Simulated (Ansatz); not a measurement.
# 3-layer 1T-SnSe2 (AA) in a perpendicular field, part 2 of 2

Wanted: the out-of-plane response of the 3-layer 1T-SnSe2 (AA). A positive field points along +c.

Ansatz 0.2.0; plane-wave DFT, PBE-D3(BJ), Ansatz PAW.

So far. Step 2 (Relaxing the slab): The lattice constant a goes from 3.870 to 3.835 Å.

### 3. Atoms held, field 0, start network

A sawtooth potential applies the field, turning back in the middle of the vacuum. With the dipole correction the typed value is the field outside the slab. The induced dipole is small, so the SCF threshold is tight.

The cell differs from the one that the last finished run ended in (c 56.031 → 33.197 Å).

Input file input.yaml:

```yaml
crystal:
  lattice:
    - [3.8354128597, 0.0, 0.0]
    - [-1.9177064299, 3.3215649705, 0.0]
    - [0.0, 0.0, 33.196541289]
  atoms:
    - { symbol: Se, position: [0.6666666667, 0.3333333333, 0.2711125813] }
    - { symbol: Sn, position: [0.0, 0.0, 0.3191908635] }
    - { symbol: Se, position: [0.3333333333, 0.6666666667, 0.3673036682] }
    - { symbol: Se, position: [0.6666666667, 0.3333333333, 0.4519452054] }
    - { symbol: Sn, position: [0.0, 0.0, 0.5] }
    - { symbol: Se, position: [0.3333333333, 0.6666666667, 0.5480547946] }
    - { symbol: Se, position: [0.6666666667, 0.3333333333, 0.6326963318] }
    - { symbol: Sn, position: [0.0, 0.0, 0.6808091365] }
    - { symbol: Se, position: [0.3333333333, 0.6666666667, 0.7288874187] }
kpoints:
  mp_grid: { grid: [12, 12, 1] }
  band_path:
    path: [[0, 0, 0], [0.5, 0, 0], [0.33333333, 0.33333333, 0], [0, 0, 0]]
    npoints: 16
hamiltonian:
  xc: pbe
  dispersion: d3bj
scf:
  occupations: { method: fermi_dirac, width: 0.02585 }
  convergence: { dr2_threshold: 1.0e-10 }
efield:
  axis: 3
  dipole_correction: true
  ramp_position: 0.97
  ramp_width: 0.06
  amplitude: 0
output:
  dos: { projected: true, e_range: [-6, 5] }
  write_potential: true
  write_density: true
  volumetric_format: npy
  elf: true
```

Started as:

```sh
$ ansatz run input.yaml --threads 4 --pin off --max-ram 8192MiB --backend cpu --events-out ev --progress --plain --runs-dir out
```

Numbers of over 12 decimals in the logs are rounded to 6 here.

The log of the run:

```text
[...]
Crystal: 9 atoms, lattice volume = 422.910 Å³
Basis set: ecut = 420 eV, 8247 PW (Γ)
Bands: 83, of which v1, the nominal top of the filled ones, is band 69 counted from 1 (68 counted from 0)
Symmetry: 6 space group operations
k-points: 19 of 144 (time reversal used)
[...]
SCF iter   1: F=—  HF=-50892.976114 eV  |F-HF|=—  |Δ(HF+E_count)|=         —  Δρ=1.23e-3  dr2=3.89e-2  ethr=1.77e-3  p=0.000 e·Å  D=1.29e-13 V/Å  ΔV_dip=-0.00 eV  dr2_dipole=2.88e-8  V_vac-E_F(+/−)=5.46/5.46 eV  ⟨swp⟩=6.8  Hψ=6173  notcnv=0  defer=22
efield: sawtooth ramp at fractional position 0.9700 (set: `efield.ramp_position`, or a place that a band, a saddle search or an elastic batch's reference lends), width 0.0600; the density the first Hamiltonian is built on has a dipole p = 0.000 e·Å; the dipole correction subtracts the counter field D = 1.29e-13 V/Å, which shifts the + side's vacuum level by -0.00 eV against the − side's; the planar-averaged density in the ramp window peaks in size at 1.1e-5 e/Å³
[...]
SCF iter   2: F=—  HF=-50892.980416 eV  |F-HF|=—  |Δ(HF+E_count)|=   4.30e-3  Δρ=1.45e-3  dr2=1.08e-1  ethr=2.82e-5  p=0.000 e·Å  D=3.86e-5 V/Å  ΔV_dip=-0.00 eV  dr2_dipole=5.06e-7  V_vac-E_F(+/−)=5.75/5.75 eV  ⟨swp⟩=3.8  Hψ=3187  notcnv=0  defer=152
[...]
SCF iter  14: F=-50892.971577 eV  HF=-50892.971577 eV  |F-HF|=5.82e-11  |Δ(HF+E_count)|=  2.18e-10  Δρ=6.69e-8  dr2=3.13e-11  ethr=1.00e-12  p=-0.000 e·Å  D=-1.04e-8 V/Å  ΔV_dip=0.00 eV  dr2_dipole=2.74e-15  V_vac-E_F(+/−)=5.56/5.56 eV  ⟨swp⟩=10.2  Hψ=5711  notcnv=0
SCF 1 converged in 14 iterations: F = -50892.971577 eV  dr2 = 3.13e-11
[...]
NSCF: frozen V_eff on 49 k-points
efield: sawtooth ramp at fractional position 0.9700 (kept from the solve that this one continues, or follows in the run), width 0.0600; the density the first Hamiltonian is built on has a dipole p = -0.000 e·Å; the dipole correction subtracts the counter field D = -1.04e-8 V/Å, which shifts the + side's vacuum level by +0.00 eV against the − side's; the planar-averaged density in the ramp window peaks in size at 9.0e-6 e/Å³
[...]
SCF converged after 14 iterations
Free energy (F): -50892.971577 eV
[...]
Internal energy: -50892.971577 eV  (E = F + TS)
E sigma→0 (E₀):  -50892.971577 eV
Entropy (-TS):   -0.000000 eV (-0.000 meV/atom)
Fermi energy:    2.120528 eV
Dipole field:    D = -0.000000 V/Å  (p = -0.000000 e·Å, saw-weighted, corrected)
Work function:   Φ+ = 5.5642 eV   Φ− = 5.5642 eV
Levels:          The Fermi level and band energies are counted from a zero that moves with the ramp; work functions are not
[...]
--- Band table (eV; the first three rows and the last of 19) ---
  k-point 0: bands = [... 65 lower, 1.5896, 1.5896, 1.6498, 1.6498, 2.8946, 3.5241, 4.0990, 4.7597, ... 10 higher]
  k-point 1: bands = [... 65 lower, 1.5170, 1.6140, 1.6510, 1.7257, 3.4423, 3.8063, 4.1260, 5.1706, ... 10 higher]
  k-point 2: bands = [... 65 lower, 1.4775, 1.6489, 1.6663, 1.7598, 3.6761, 3.8961, 4.1012, 5.4404, ... 10 higher]
  k-point 18: bands = [... 65 lower, 0.8074, 0.8074, 1.3301, 1.3301, 2.9127, 3.4320, 3.9433, 6.3640, ... 10 higher]
```

Wall time 73 s (4 threads of Intel Xeon at 2.50GHz (Skylake/Cascade Lake), shared host); peak memory 1.9 GiB; 4.6 min of CPU time.

The column dr2 measures how far the density is from self-consistency, as an energy; F and HF (Harris–Foulkes) agree once it is small.

Numbers from this step:

| Property | Result |
| --- | --- |
| dipole along the normal | -1.38e-7 e·Å |
| gap along the path | 0.6420 eV |
| smallest direct gap along the path | 0.9206 eV |
| ionisation energy, upper face | 5.895 eV |
| electron affinity, upper face | 5.253 eV |
| gap, the smaller of path and mesh | 0.6420 eV |

Running mean over a fixed 2.5 Å (it still follows the layers) of the planar mean; the ramp of the sawtooth is left out. Electron's electrostatic potential energy less the Fermi level against z:

```tsv
z (Å)	electron's electrostatic potential energy less the Fermi level (eV)
4	5.56
5	5.56
6	5.53
7	4.93
8	2.09
9	-1.48
10	-2.87
11	-3.05
12	-2.00
13	0.790
14	1.04
15	-1.56
16	-2.91
17	-3.08
18	-2.03
19	0.776
20	1.04
21	-1.54
22	-2.88
23	-3.04
24	-1.96
25	1.41
26	4.51
27	5.51
28	5.56
29	5.56
```

The density of states has structure finer than the step of the table below, so its rows give means over 0.2 eV, whole bins alone (the curve runs from -6 to 2.3 eV). Peaks (eV: height): -4.21: 9.82, -1.64: 12.2, -1.18: 12.6, -0.84: 17.3, -0.73: 21.5, -0.65: 16.9, 1.33: 10.3.

The density of states by energy, zero at the Fermi level of the run, which the smearing sets inside the gap; means over each step:

energy (eV), density of states (states/eV a cell) and a bar:
```
     -5.8        0.7 #
     -5.6        0.0 
     -5.4        0.0 
     -5.2        0.0 
     -5.0        1.3 ###
     -4.8        2.6 #####
     -4.6        4.3 #########
     -4.4        5.3 ###########
     -4.2        4.9 ##########
     -4.0        3.8 ########
     -3.8        4.2 ########
     -3.6        5.1 ##########
     -3.4        6.3 #############
     -3.2        6.2 #############
     -3.0        7.4 ###############
     -2.8        7.6 ###############
     -2.6        7.1 ###############
     -2.4        6.5 #############
     -2.2        4.8 ##########
     -2.0        5.4 ###########
     -1.8        5.8 ############
     -1.6        8.8 ##################
     -1.4        7.3 ###############
     -1.2       10.4 #####################
     -1.0        8.4 #################
     -0.8       14.7 ##############################
     -0.6        9.4 ###################
     -0.4        3.3 #######
     -0.2        0.0 
      0.0        0.0 
      0.2        0.0 
      0.4        0.7 ##
      0.6        1.7 ###
      0.8        2.9 ######
      1.0        4.7 ##########
      1.2        4.6 #########
      1.4        5.3 ###########
      1.6        5.3 ###########
      1.8        3.4 #######
      2.0        1.8 ####
      2.2        0.0
```

Projected DOS per atom over height of the atomic layer and energy from the Fermi level. Layers: Se Sn Se Se Sn Se Se Sn Se from below.

Values in states/eV, 22 rows by 9 columns, each cell a mean:
```
0.05 0.07 0.06 0.11 0.14 0.11 0.06 0.07 0.05
0.46 0.53 0.46 0.41 0.47 0.41 0.46 0.53 0.46
0.55 0.60 0.54 0.45 0.52 0.45 0.54 0.60 0.55
0.41 0.44 0.39 0.51 0.54 0.51 0.39 0.44 0.41
0.17 0.19 0.16 0.14 0.16 0.14 0.16 0.19 0.17
0.01 0.01 0.01 0.01 0.01 0.01 0.01 0.01 0.01
0.04 0.00 0.05 0.07 0.00 0.07 0.05 0.00 0.04
1.13 0.05 1.24 1.50 0.04 1.50 1.24 0.05 1.13
1.73 0.13 1.82 1.58 0.13 1.58 1.82 0.13 1.73
1.63 0.17 1.53 0.87 0.27 0.87 1.53 0.17 1.63
1.25 0.27 0.84 1.22 0.24 1.22 0.84 0.27 1.25
0.77 0.26 0.58 0.78 0.25 0.78 0.58 0.26 0.77
0.86 0.46 0.75 0.89 0.48 0.89 0.75 0.46 0.86
0.98 0.65 1.02 0.86 0.55 0.86 1.02 0.65 0.98
0.74 0.54 0.85 0.87 0.54 0.87 0.85 0.54 0.74
0.56 0.48 0.66 0.70 0.50 0.70 0.66 0.48 0.56
0.38 0.36 0.45 0.44 0.37 0.44 0.45 0.36 0.38
0.54 0.57 0.63 0.55 0.50 0.55 0.63 0.57 0.54
0.33 0.39 0.43 0.43 0.41 0.43 0.43 0.39 0.33
0.04 0.06 0.07 0.15 0.15 0.15 0.07 0.06 0.04
0.00 0.00 0.00 0.00 0.00 0.00 0.00 0.00 0.00
0.06 0.06 0.05 0.08 0.10 0.08 0.05 0.06 0.06
```
Columns: height of the atomic layer (Å) from 9 to 24.2 (not evenly spaced); rows upwards: energy from the Fermi level (eV) from -5.96 to 2.23.

The electronic bands at the labelled points (eV, zero at the Fermi level of the run, which the smearing sets inside the gap):

```tsv
point	band 66	band 67	band 68	band 69	band 70	band 71	band 72	band 73
Γ	-0.53	-0.53	-0.47	-0.47	0.77	1.40	1.98	2.64
halfway	-0.77	-0.56	-0.56	-0.42	1.03	1.39	1.68	3.51
M	-1.13	-1.05	-0.80	-0.61	0.31	0.37	0.75	3.43
halfway	-1.38	-1.21	-0.95	-0.76	1.01	1.14	1.22	4.16
K	-1.31	-1.31	-0.79	-0.79	0.79	1.31	1.82	4.24
halfway	-1.33	-1.08	-0.61	-0.46	1.63	1.69	1.70	4.14
Γ	-0.53	-0.53	-0.47	-0.47	0.77	1.40	1.98	2.64
```

ELF in the ca plane at fractional y = 0.000, with atoms of Sn within 0.2 Å of it. It is the smooth field of the valence electrons, not physical close to the nuclei.

Ten even steps from '0' (0.00) to '9' (0.73), each cell a mean:
```
00000000000000000000133200133100000012330003
00000000000000000012343322334321000123433233
00000000000000001356665433356653102466643334
00000000000000014689987433478986214899863236
00000000000000125899997422479997215999863126
00000000000000025799997422479997214899863236
00000000000000013578886433468875103688753335
00000000000000000134554333345432001345533333
00000000000000000001233211233210000012331013
00000000000000000000123100133100000002330002
```
Columns run along c (16.0 Å, from fractional 0.05 to 0.54 of the cell), rows up along a (3.8 Å). Atoms in or near the plane, at fractional coordinates: Sn at (0.32, 0.00), Sn at (0.50, 0.00).

Electrostatic potential energy in the ca plane at fractional y = 0.000, with atoms of Sn within 0.2 Å of it. With pseudopotentials it is smooth inside the atoms' cores, unlike the true potential.

Ten even steps from '0' (-15 eV) to '9' (8 eV), each cell a mean:
```
99999999999999999999861499406899999987308980
99999999999999999999873022037899999988610201
99999999999999999998876422467889999988763235
99999999999999999987777777777778999877777777
99999999999999999987667888876678998766788888
99999999999999999987677888877678998876788888
99999999999999999998777655677789999887776567
99999999999999999999875100157899999988730003
99999999999999999999872167116899999987504740
99999999999999999999860599605899999987319991
```
Columns run along c (16.0 Å, from fractional 0.05 to 0.54 of the cell; values clipped at the 3rd and 97th percentile), rows up along a (3.8 Å). Atoms in or near the plane, at fractional coordinates: Sn at (0.32, 0.00), Sn at (0.50, 0.00).

Valence density in the ca plane at fractional y = 0.000, with atoms of Sn within 0.2 Å of it. It is the smooth field of the valence electrons, not physical close to the nuclei.

Ten steps, logarithmic in the rise over the least value, from '0' (0 e/Å³) to '9' (14 e/Å³), each cell a mean:
```
00000000000000000000013699731100000001258985
00000000000000000000112466421100000011235653
00000000000000000001112222221110000111222222
00000000000000000011222111122211001122211111
00000000000000000012222111122221101122211111
00000000000000000012222111122221001122211111
00000000000000000011222222222211000112222222
00000000000000000001112344321110000011223432
00000000000000000000113577531100000001246874
00000000000000000000013799741000000001258985
```
Columns run along c (16.0 Å, from fractional 0.05 to 0.54 of the cell), rows up along a (3.8 Å). Atoms in or near the plane, at fractional coordinates: Sn at (0.32, 0.00), Sn at (0.50, 0.00).

The gap is 0.64 eV, with the valence edge 5.89 eV and the conduction edge 5.25 eV under the upper vacuum level.

### 4. Atoms held, field 0.1 V/Å

Edit input.yaml of step 3 so:

```diff
@@ -29,7 +29,6 @@
   dipole_correction: true
-  ramp_position: 0.97
-  ramp_width: 0.06
-  amplitude: 0
+  ramp_position: 0.9669
+  ramp_width: 0.0663
+  amplitude: 0.1
 output:
-  dos: { projected: true, e_range: [-6, 5] }
   write_potential: true
@@ -37,2 +36 @@
   volumetric_format: npy
-  elf: true
```

The log of the run:

```text
[...]
Crystal: 9 atoms, lattice volume = 422.910 Å³
Basis set: ecut = 420 eV, 8247 PW (Γ)
Bands: 83, of which v1, the nominal top of the filled ones, is band 69 counted from 1 (68 counted from 0)
Symmetry: 6 space group operations
k-points: 19 of 144 (time reversal used)
[...]
k-point 0: bands = [... 65 lower, 1.5783, 1.5783, 1.6686, 1.6686, 2.8921, 3.5240, 4.1000, 4.7472, ... 10 higher]
  k-point 1: bands = [... 65 lower, 1.5097, 1.6156, 1.6414, 1.7416, 3.4378, 3.8066, 4.1287, 5.1555, ... 10 higher]
  k-point 2: bands = [... 65 lower, 1.4713, 1.6429, 1.6675, 1.7709, 3.6706, 3.8944, 4.1071, 5.4321, ... 10 higher]
  k-point 18: bands = [... 65 lower, 0.8034, 0.8098, 1.3259, 1.3384, 2.9101, 3.4312, 3.9454, 6.3537, ... 10 higher]
[key lines of the parts left out:]
SCF converged after 17 iterations
Free energy (F): -50892.977341 eV
Fermi energy:    2.117377 eV
Dipole field:    D = 0.049328 V/Å  (p = 0.115287 e·Å, saw-weighted, corrected)
```

The job ended after 84 s (4 threads; peak memory 1.7 GiB).

The dipole is 0.115 e·Å, and the gap 0.625 eV.

### 5. Single point, field -0.1 V/Å

Edit input.yaml of step 4 so:

```diff
@@ -31,3 +31,3 @@
   ramp_width: 0.0663
-  amplitude: 0.1
+  amplitude: -0.1
 output:
```

The log of the run:

```text
[...]
Crystal: 9 atoms, lattice volume = 422.910 Å³
Basis set: ecut = 420 eV, 8247 PW (Γ)
Bands: 83, of which v1, the nominal top of the filled ones, is band 69 counted from 1 (68 counted from 0)
Symmetry: 6 space group operations
k-points: 19 of 144 (time reversal used)
[...]
k-point 0: bands = [... 65 lower, 1.5785, 1.5785, 1.6688, 1.6688, 2.8922, 3.5241, 4.1002, 4.7473, ... 10 higher]
  k-point 1: bands = [... 65 lower, 1.5099, 1.6157, 1.6416, 1.7418, 3.4380, 3.8068, 4.1289, 5.1557, ... 10 higher]
  k-point 2: bands = [... 65 lower, 1.4714, 1.6431, 1.6676, 1.7711, 3.6708, 3.8946, 4.1072, 5.4323, ... 10 higher]
  k-point 18: bands = [... 65 lower, 0.8035, 0.8100, 1.3260, 1.3386, 2.9102, 3.4314, 3.9456, 6.3539, ... 10 higher]
[key lines of the parts left out:]
SCF converged after 16 iterations
Free energy (F): -50892.977341 eV
Fermi energy:    2.117543 eV
Dipole field:    D = -0.049321 V/Å  (p = -0.115271 e·Å, saw-weighted, corrected)
```

The job ended after 84 s (4 threads; peak memory 1.7 GiB).

The dipole is -0.115 e·Å, and the gap 0.625 eV.

### 6. Atoms held, field 0.2 V/Å

Edit input.yaml of step 5 so:

```diff
@@ -31,3 +31,3 @@
   ramp_width: 0.0663
-  amplitude: -0.1
+  amplitude: 0.2
 output:
```

The log of the run:

```text
[...]
Crystal: 9 atoms, lattice volume = 422.910 Å³
Basis set: ecut = 420 eV, 8247 PW (Γ)
Bands: 83, of which v1, the nominal top of the filled ones, is band 69 counted from 1 (68 counted from 0)
Symmetry: 6 space group operations
k-points: 19 of 144 (time reversal used)
[...]
k-point 0: bands = [... 65 lower, 1.5638, 1.5638, 1.7052, 1.7052, 2.8847, 3.5237, 4.1032, 4.7164, ... 10 higher]
  k-point 1: bands = [... 65 lower, 1.4887, 1.6203, 1.6265, 1.7753, 3.4250, 3.8074, 4.1369, 5.1199, ... 10 higher]
  k-point 2: bands = [... 65 lower, 1.4535, 1.6310, 1.6711, 1.7978, 3.6550, 3.8902, 4.1234, 5.4091, ... 10 higher]
  k-point 18: bands = [... 65 lower, 0.7981, 0.8109, 1.3259, 1.3508, 2.9023, 3.4291, 3.9520, 6.3383, ... 10 higher]
[key lines of the parts left out:]
SCF converged after 18 iterations
Free energy (F): -50892.994634 eV
Fermi energy:    2.112146 eV
Dipole field:    D = 0.098669 V/Å  (p = 0.230603 e·Å, saw-weighted, corrected)
```

Elapsed: 82 s, on 4 threads; peak memory 1.7 GiB.

The dipole is 0.231 e·Å, and the gap 0.586 eV.

### 7. Atoms held, field 0.3 V/Å

Edit input.yaml of step 6 so:

```diff
@@ -29,5 +29,5 @@
   dipole_correction: true
-  ramp_position: 0.9669
-  ramp_width: 0.0663
-  amplitude: 0.2
+  ramp_position: 0.9647
+  ramp_width: 0.0706
+  amplitude: 0.3
 output:
```

The log of the run:

```text
[...]
Crystal: 9 atoms, lattice volume = 422.910 Å³
Basis set: ecut = 420 eV, 8247 PW (Γ)
Bands: 83, of which v1, the nominal top of the filled ones, is band 69 counted from 1 (68 counted from 0)
Symmetry: 6 space group operations
k-points: 19 of 144 (time reversal used)
[...]
k-point 0: bands = [... 65 lower, 1.5561, 1.5561, 1.7466, 1.7466, 2.8730, 3.5235, 4.1085, 4.6779, ... 10 higher]
  k-point 1: bands = [... 65 lower, 1.4573, 1.6158, 1.6283, 1.8147, 3.4049, 3.8086, 4.1502, 5.0763, ... 10 higher]
  k-point 2: bands = [... 65 lower, 1.4262, 1.6198, 1.6773, 1.8324, 3.6309, 3.8849, 4.1478, 5.3744, ... 10 higher]
  k-point 18: bands = [... 65 lower, 0.7918, 0.8111, 1.3301, 1.3671, 2.8900, 3.4260, 3.9628, 6.3185, ... 10 higher]
[key lines of the parts left out:]
SCF converged after 14 iterations
Free energy (F): -50893.023463 eV
Fermi energy:    2.109033 eV
Dipole field:    D = 0.148047 V/Å  (p = 0.346007 e·Å, saw-weighted, corrected)
```

Run time: 73 s. Hardware: 4 threads; peak memory 1.7 GiB.

The dipole is 0.346 e·Å, and the gap 0.514 eV.

### 8. Response, atoms held

This step: plane-wave DFT, PBE-D3(BJ), Ansatz PAW; response to a field along the normal, atoms held (Ansatz 0.2.0).

The dipoles give the slope, and the difference of two potentials shows where the field is screened.

Numbers from this step:

| Item | Value |
| --- | --- |
| equivalent conductor thickness p/(ε₀AE) | 16.37 Å |
| distance between the outer atoms | 15.20 Å |

Dipole of the cell against applied field:

```tsv
applied field (V/Å)	dipole of the cell (e·Å)
-0.100	-0.115
0.000	0
0.100	0.115
0.200	0.231
0.300	0.346
```

Local field over the applied field, running mean. From the potentials at -0.1 and 0.1 V/Å; running mean over 2.8 Å. Local field over applied field against z:

```tsv
z (Å)	local field over applied field
5	0.995
6	0.958
7	0.784
8	0.468
9	0.173
10	0.0526
11	0.0383
12	0.0718
13	0.122
14	0.130
15	0.0793
16	0.0382
17	0.0327
18	0.0688
19	0.123
20	0.130
21	0.0810
22	0.0435
23	0.0436
24	0.135
25	0.402
26	0.728
27	0.940
28	0.992
```

The induced electron density oscillates, so the rows of the table below give means over windows of 2.95 Å about each position, cut where the curve ends. Its maxima inside the range that stand out by 2 % of the span (Å: e/Å³ per V/Å): 8.0: 0.00351, 11.2: 9.2e-4, 14.2: 0.00101, 17.3: 7.6e-4, 20.2: 0.00104, 23.2: 9.0e-4. Its minima: 10.0: -9.0e-4, 13.0: -0.00104, 15.9: -7.6e-4, 19.0: -0.00101, 22.0: -9.2e-4, 25.2: -0.00351.

Electrons, planar mean, per unit field. The induced electron density by z; means over each step:

```tsv
z (Å)	induced electron density (e/Å³ per V/Å)
5.61	2.3e-4
8.56	0.00158
11.51	-2.2e-4
14.46	2.4e-4
17.41	-2.2e-4
20.36	2.3e-4
23.31	-3.9e-4
26.26	-0.00145
```

The smaller of the gaps on the path and on the k-mesh, counted as 0 under 0.03 eV. Gap against applied field:

```tsv
applied field (V/Å)	gap (eV)
-0.100	0.625
0.000	0.642
0.100	0.625
0.200	0.586
0.300	0.514
```

By hand: between -0.1 and 0.1 V/Å the dipole changes by 0.2306 e·Å, a slope of 1.153 e·Å²/V. A perfect conductor of thickness t has p = ε₀AEt, so t = 180.95 × 1.153 / 12.740 = 16.37 Å (e/ε₀ = 180.95 V·Å, A in Å²).

The induced dipole is that of a conductor 16.37 Å thick.

### 9. What came out

```
gap without field                          : 0.642 eV
ionisation energy, upper face              : 5.89 eV
electron affinity, upper face              : 5.25 eV
equivalent conductor thickness, atoms held : 16.4 Å
```

The induced dipole equals that of a perfect conductor 16.37 Å thick, while the outer atoms lie 15.20 Å apart; an out-of-plane ε follows only once a thickness t is chosen, by 1 − 1/ε = 16.37 Å / t. The gap goes from 0.64 eV to 0.51 eV at 0.3 V/Å. Semilocal functionals give gaps that are too small, and excitons are not included. Atoms moved by up to 1.3 Å in the relaxation, so the end structure is to be read from its coordinates and not from the name. Spin-orbit coupling is left out, which matters for the bands of elements this heavy.

[Logs are printed without paths, hosts, clocks, repeated set-up lines and the standing remarks that a program may print on its own settings, such as how far it seeks lower states.]

[Hosts, paths, dates, database ids (printed as entryN), source tags and the programs' standing remarks are cut or masked in the printed files.]

[Maps of the electrostatic potential energy from Ansatz leave out the sawtooth potential of an applied field or a dipole correction, so their vacuum need not be flat; planar profiles and work functions include it.]

[The density of states shown here was stored with 400 of the rows of the run's finer table, so its peaks can read low, often by over a quarter, or be missed, and its means over a window can be off by a tenth or more.]
